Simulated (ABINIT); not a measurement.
**A GW chain in ABINIT: MgO (Fm-3m)**

Wanted: ground state, empty states, screening and self-energy for MgO (Fm-3m).

Main program and level: ABINIT 10.8.3; PBE and many-body steps on it, plane waves.

**Experimental background.**

- Gap 7.83 eV: literature experimental gap; bulk crystal (quoted in “Electronic structure of alkaline earth and post-transition metal oxides”, 2009, arxiv:0908.1581).

- Gap 7.83 eV: direct gap at Gamma, low temperature; bulk crystal (literature value) (quoted in “The Band-Gap Studies of Short-Period CdO/MgO Superlattices”, 2021, pmc:8035356).

## 1. The starting structure

The structure is cubic, space group Fm-3m (No. 225). Conventional cell: a = 4.194 Å, b = 4.194 Å, c = 4.194 Å, α = 90.00°, β = 90.00°, γ = 90.00°. Mg has 6 O at 2.10 Å nearest. Nearest to O lie 6 Mg at 2.10 Å. Farther neighbours and most contacts between anions are not listed.

Coordinates:

```cif
data_structure
_symmetry_space_group_name_H-M 'Fm-3m'
_symmetry_Int_Tables_number 225
_cell_length_a 4.1940
_cell_length_b 4.1940
_cell_length_c 4.1940
_cell_angle_alpha 90.000
_cell_angle_beta 90.000
_cell_angle_gamma 90.000
_cell_volume 73.77
loop_
_atom_site_label
_atom_site_type_symbol
_atom_site_symmetry_multiplicity
_atom_site_Wyckoff_symbol
_atom_site_fract_x
_atom_site_fract_y
_atom_site_fract_z
_atom_site_occupancy
Mg1 Mg 4 a 0.00000 0.00000 0.00000 1
O1 O 4 b 0.50000 0.00000 0.00000 1
```

The cell and positions are those that the Materials Project relaxed with its own functionals (PBE, PBE+U or r2SCAN), kept fixed.

## 2. Ground state

This step: ABINIT 10.8.3; DFT, PBE, plane waves, norm-conserving pseudopotentials.

The ground-state density comes first.

Contents of run.abi:

```
acell 3*1.0 Angstrom
rprim 
  -0.000000000000 2.097001392700 2.097001392700
  2.097001392700 0.000000000000 2.097001392700
  2.097001392700 2.097001392700 0.000000000000
ntypat 2
znucl 12 8
natom 2
typat 1 2
xred 
  0.000000000000 0.000000000000 0.000000000000
  0.500000000000 0.500000000000 0.500000000000
pp_dirpath "pseudos"
pseudos "Mg.upf, O.upf"
ecut 38
ngkpt 8 8 8
nshiftk 1
shiftk 0 0 0
kptopt 1
chksymbreak 0
nband 13
occopt 1
tolvrs 1e-10
nstep 60
prtwf 0
optforces 0
optstress 0
indata_prefix "in"
outdata_prefix "out"
tmpdata_prefix "tmp"
```

The run is started by

```bash
> OMP_NUM_THREADS=1 mpirun -n 8 abinit run.abi > log
```

Numbers of over 12 decimals in the logs are rounded to 6 here.

Output:

```text
.Version 10.8.3 of ABINIT. v10.8.2 released Aug 2026.

 Symmetries : space group Fm -3 m (#225); Bravais cF (face-center cubic)
================================================================================
 Values of the parameters that define the memory need of the present run
     intxc =       0    ionmov =       0      iscf =       7    lmnmax =       5
     lnmax =       5     mgfft =      32  mpssoang =       3    mqgrid =    3001
     natom =       2  nloc_mem =       1    nspden =       1   nspinor =       1
    nsppol =       1      nsym =      48    n1xccc =    2501    ntypat =       2
    occopt =       1   xclevel =       2
-    mband =          13        mffmem =           1         mkmem =           4
       mpw =        1410          nfft =       32768          nkpt =          29
================================================================================
  Rough estimation (10% accuracy) of disk space for files :
================================================================================

--------------------------------------------------------------------------------
------------- Echo of variables that govern the present computation ------------
--------------------------------------------------------------------------------
 -outvars: echo values of preprocessed input variables --------
            acell      1.8897261259E+00  1.8897261259E+00  1.8897261259E+00 Bohr

      chksymbreak           0
             ecut      3.80000000E+01 Hartree
-          fftalg         312

              ixc     -101130
              kpt      0.00000000E+00  0.00000000E+00  0.00000000E+00
                       1.25000000E-01  0.00000000E+00  0.00000000E+00
                       2.50000000E-01  0.00000000E+00  0.00000000E+00
                       3.75000000E-01  0.00000000E+00  0.00000000E+00
                       5.00000000E-01  0.00000000E+00  0.00000000E+00
                       1.25000000E-01  1.25000000E-01  0.00000000E+00
                       2.50000000E-01  1.25000000E-01  0.00000000E+00
                       3.75000000E-01  1.25000000E-01  0.00000000E+00
                       5.00000000E-01  1.25000000E-01  0.00000000E+00
   [... 18 further rows ...]
                      -3.75000000E-01  5.00000000E-01  1.25000000E-01
                      -2.50000000E-01  5.00000000E-01  2.50000000E-01
         kptrlatt        8    0    0      0    8    0      0    0    8
          kptrlen      4.48334925E+01
P           mkmem           4
            natom           2
            nband          13
            ngfft          32      32      32
             nkpt          29
            nstep          60
             nsym          48
           ntypat           2
              occ      2.000000  2.000000  2.000000  2.000000  2.000000  2.000000
                       2.000000  2.000000  0.000000  0.000000  0.000000  0.000000
                       0.000000
        optforces           0
        optstress           0
            prtwf           0
            rprim     -0.0000000000E+00  2.0970013927E+00  2.0970013927E+00
[...]
spgroup         225

           tolvrs      1.00000000E-10

             xred      0.0000000000E+00  0.0000000000E+00  0.0000000000E+00
[...]
znucl       12.00000    8.00000

================================================================================

 chkinp: Checking input parameters for consistency.

================================================================================
== DATASET  1 ==================================================================
-   mpi_nproc: 8, omp_nthreads: 1 (-1 if OMP is not activated)

--- !DatasetInfo
iteration_state: {dtset: 1, }
dimensions: {natom: 2, nkpt: 29, mband: 13, nsppol: 1, nspinor: 1, nspden: 1, mpw: 1410, }
cutoff_energies: {ecut:  38.0, pawecutdg:  -1.0, }
electrons: {nelect:   1.60000000E+01, charge:   0.00000000E+00, occopt:   1.00000000E+00, tsmear:   1.00000000E-02, }

 Real(R)+Recip(G) space primitive vectors, cartesian coordinates (Bohr,Bohr^-1):
 R(1)=  0.0000000  3.9627583  3.9627583  G(1)= -0.1261747  0.1261747  0.1261747
 R(2)=  3.9627583  0.0000000  3.9627583  G(2)=  0.1261747 -0.1261747  0.1261747
 R(3)=  3.9627583  3.9627583  0.0000000  G(3)=  0.1261747  0.1261747 -0.1261747
 Unit cell volume ucvol=  1.2445798E+02 bohr^3
 Angles (23,13,12)=  6.00000000E+01  6.00000000E+01  6.00000000E+01 degrees

 getcut: wavevector=  0.0000  0.0000  0.0000  ngfft=  32  32  32
         ecut(hartree)=     38.000   => boxcut(ratio)=   2.05769

--- Pseudopotential description ------------------------------------------------
- Mg Generated using ONCVPSP code by D. R. Hamann
- 12.00000  10.00000  171031                  znucl, zion, pspdat
12 -101130 1 -1 1510                          pspcod,pspxc,lmax,lloc,mmax
     nproj     2     2     0
  pspatm : epsatm=    9.22893308
         --- l  ekb(1:nproj) -->
[...]
pspatm: atomic psp has been read  and splines computed

- O Generated using ONCVPSP code by D. R. Hamann
-  8.00000   6.00000  171031                  znucl, zion, pspdat
12 -101130 2 -1 936                           pspcod,pspxc,lmax,lloc,mmax
     nproj     2     2     1
  pspatm : epsatm=    6.19545534
         --- l  ekb(1:nproj) -->
[...]
1   -4.717130   -1.149271
             2   -1.331955
 pspatm: atomic psp has been read  and splines computed

   2.46790215E+02                                ecore*ucvol(ha*bohr**3)
--------------------------------------------------------------------------------

_setup2: Arith. and geom. avg. npw (full set) are    1393.920    1393.901

================================================================================

--- !BeginCycle
iteration_state: {dtset: 1, }
solver: {iscf: 7, nstep: 60, nline: 4, wfoptalg: 0, }
tolerances: {tolvrs: 1.00E-10, }

     iter   Etot(hartree)      deltaE(h)  residm     vres2
 ETOT  1  -75.935065408622    -7.594E+01 9.238E-02 3.759E+02
 ETOT  2  -75.948061304470    -1.300E-02 1.782E-03 3.414E+02
 ETOT  3  -76.049589092583    -1.015E-01 3.706E-03 3.355E+00
 ETOT  4  -76.050443848706    -8.548E-04 6.433E-04 6.727E-03
 ETOT  5  -76.050444348284    -4.996E-07 3.028E-04 2.929E-04
 ETOT  6  -76.050444431526    -8.324E-08 1.825E-04 1.734E-05
 ETOT  7  -76.050444434780    -3.254E-09 9.311E-05 2.500E-07
 ETOT  8  -76.050444434798    -1.778E-11 6.468E-05 1.722E-08
 ETOT  9  -76.050444434803    -5.500E-12 3.138E-05 4.688E-11

 At SCF step    9       vres2   =  4.69E-11 < tolvrs=  1.00E-10 =>converged.

--- !ResultsGS
iteration_state: {dtset: 1, }
comment   : Summary of ground state results
lattice_vectors:
- [ -0.0000000,   3.9627583,   3.9627583, ]
- [  3.9627583,   0.0000000,   3.9627583, ]
- [  3.9627583,   3.9627583,   0.0000000, ]
lattice_lengths: [   5.60419,    5.60419,    5.60419, ]
lattice_angles: [ 60.000,  60.000,  60.000, ] # degrees, (23, 13, 12)
lattice_volume:   1.2445798E+02
convergence: {deltae: -5.500E-12, res2:  4.688E-11, residm:  3.138E-05, diffor:  0.000E+00, }
etotal    :  -7.60504444E+01
entropy   :   0.00000000E+00
fermie    :   1.77897150E-01
cartesian_stress_tensor: null
pressure_GPa: null
xred      :
- [  0.0000E+00,   0.0000E+00,   0.0000E+00, Mg]
- [  5.0000E-01,   5.0000E-01,   5.0000E-01,  O]
cartesian_forces: null
force_length_stats: {min: null, max: null, mean: null, }

 Integrated electronic density in atomic spheres:
 ------------------------------------------------
 Atom  Sphere_radius  Integrated_density
    1        2.00000          8.40527242
    2        2.00000          6.31969377
================================================================================

 ----iterations are completed or convergence reached----

 Mean square residual over all n,k,spin=   88.198E-09; max=  31.375E-06
 reduced coordinates (array xred) for    2 atoms
       0.000000000000      0.000000000000      0.000000000000
       0.500000000000      0.500000000000      0.500000000000
 rms dE/dt=  0.0000E+00; max dE/dt=  0.0000E+00; dE/dt below (all hartree)
    1       0.000000000000      0.000000000000      0.000000000000
    2       0.000000000000      0.000000000000      0.000000000000

 cartesian coordinates (angstrom) at end:
    1      0.000000     0.000000     0.000000
    2      2.097001     2.097001     2.097001
 length scales=  1.889726125908  1.889726125908  1.889726125908 bohr
              =  1.000000000000  1.000000000000  1.000000000000 angstroms
 prteigrs : about to open file out_EIG
 Fermi (or HOMO) energy (hartree) =   0.17790   Average Vxc (hartree)=  -0.42142
 Eigenvalues (hartree) for nkpt=  29  k points:
 kpt#   1, nband= 13, wtk=  0.00195, kpt=  0.0000  0.0000  0.0000 (reduced coord)
  -2.47971   -1.25783   -1.25783   -1.25783   -0.45613    0.17790    0.17790    0.17790
   0.35778    0.76721    0.76721    0.76721    0.90692
 prteigrs : prtvol=0 or 1, do not print more k-points.

--- !EnergyTerms
iteration_state     : {dtset: 1, }
comment             : Components of total free energy in Hartree
kinetic             :  4.53474650730970E+01
hartree             :  2.06541409295772E+01
xc                  : -1.22547802114040E+01
Ewald energy        : -4.75873828125848E+01
psp_core            :  1.98291994737388E+00
local_psp           : -6.34768462250543E+01
non_local_psp       : -2.07159611358079E+01
total_energy        : -7.60504444348030E+01
total_energy_eV     : -2.06943801769394E+03
band_energy         : -1.27012741502449E+01

== END DATASET(S) ==============================================================
================================================================================

 -outvars: echo values of variables after computation  --------
           etotal     -7.6050444435E+01
            nband          13
             nkpt          29
          spgroup         225
 [... the other variables as echoed above ...]

 Calculation completed.
```

It took 3.1 s on 8 MPI ranks of Intel Xeon Platinum 8488C (Sapphire Rapids), shared host; peak memory 0.55 GiB.

Numbers from this step:

- total energy: -2069.4380 eV
- gap: 4.895 eV
- k of the valence top: 0, 0, 0
- k of the conduction bottom: 0, 0, 0
- least direct gap: 4.895 eV

The gap is direct, at Γ.

(Part 1 of 3 ends here.)

[Paths, hosts, dates, memory and timing lines, banners, echoed tables and standing remarks are left out of the program output.]

[Logs are printed without paths, hosts, clocks, repeated set-up lines and the standing remarks that a program may print on its own settings, such as how far it seeks lower states.]

[Runs of the session that timed out or met a known fault of the program may be left out.]

[No measured gap is set beside runs whose start may be inverted or whose files or cutoffs have a known fault.]

[Hosts, paths, dates, database ids (printed as entryN), source tags and the programs' standing remarks are cut or masked in the printed files.]

[G0W0 gaps are taken among the corrected bands and points alone; a level outside them can change the order at an edge.]

[Where Ansatz stands beside ABINIT at settings called matched, ABINIT's density can come from a denser mesh and the files from another edition; pairs whose starting gaps differed by over 0.03 eV were left out, so agreement reads better than it is.]
